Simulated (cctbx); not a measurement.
**What resolution and counting buy: NaMg6As**

Space group Amm2 (no. 38), a = 5.1180 Å, b = 6.3330 Å, c = 11.5740 Å, α = 90.00°, β = 90.00°, γ = 90.00°.

```csv
atom,mult.,x,y,z,Ueq (Å²)
As1,2,1/2,1/2,0.1672,0.0040
Mg1,2,1/2,0,0.1729,0.0051
Mg2,4,1/2,0.7396,0.4095,0.0036
Mg3,2,0,0,0.3257,0.0049
Mg4,4,0,0.2486,0.0724,0.0039
Na1,2,0,1/2,0.3840,0.0069
```

This is a model crystal, built by substitution and not relaxed, with assumed displacement parameters.

Five simulated data sets (cctbx; Ag Kα, λ = 0.56087 Å; 2 % proportional error) differ in resolution or exposure (noise floor 15 counts in the first three, 8 in the last two). Each is refined with the right model, isotropic at 1.1 Å and anisotropic otherwise. How do the figures of merit and the uncertainties move?

| d min (Å) | top counts | ⟨I/σ⟩ (unmerged, absences included) | unique | param. (scale apart) | Rint | R1 | GooF | largest s.u. xyz (fractional) | s.u. U of Na1 (Å²) | largest error (Å) |
| --- | --- | --- | --- | --- | --- | --- | --- | --- | --- | --- |
| 1.1 | 5000 | 6.3 | 158 | 14 | 0.030 | 0.0256 | 0.99 | 0.00124 | 0.0020 | 0.0175 |
| 0.84 | 5000 | 6.3 | 345 | 28 | 0.037 | 0.0236 | 0.90 | 0.00085 | 0.0019 | 0.0269 |
| 0.6 | 5000 | 4.2 | 933 | 28 | 0.054 | 0.0355 | 0.95 | 0.00061 | 0.0011 | 0.0179 |
| 0.75 | 300 | 0.8 | 479 | 28 | 0.284 | 0.1017 | 0.93 | 0.00679 | 0.0136 | 0.0884 |
| 0.75 | 3000 | 4.3 | 479 | 28 | 0.050 | 0.0332 | 0.93 | 0.00106 | 0.0021 | 0.0211 |

The number of reflections grows roughly as 1/d³: 158, 345 and 933 here. R1 follows the noise rather than the truth: at 300 counts it is 0.1017, at 3000 counts 0.0332, while GooF is 0.93 and 0.93: the weights 1/σ² carry the noise. The s.u. of U (U11 where anisotropic) for Na1 goes 0.0020, 0.0019, 0.0011 Å² with resolution and 0.0136, 0.0021 Å² with exposure.

Hardware for the 0.6 Å refinement: 0.53 s on 1 thread of Arm Neoverse N1, with other jobs on the host, peak memory 0.09 GiB.

[Logs are printed without paths, hosts, clocks, repeated set-up lines and the standing remarks that a program may print on its own settings, such as how far it seeks lower states.]
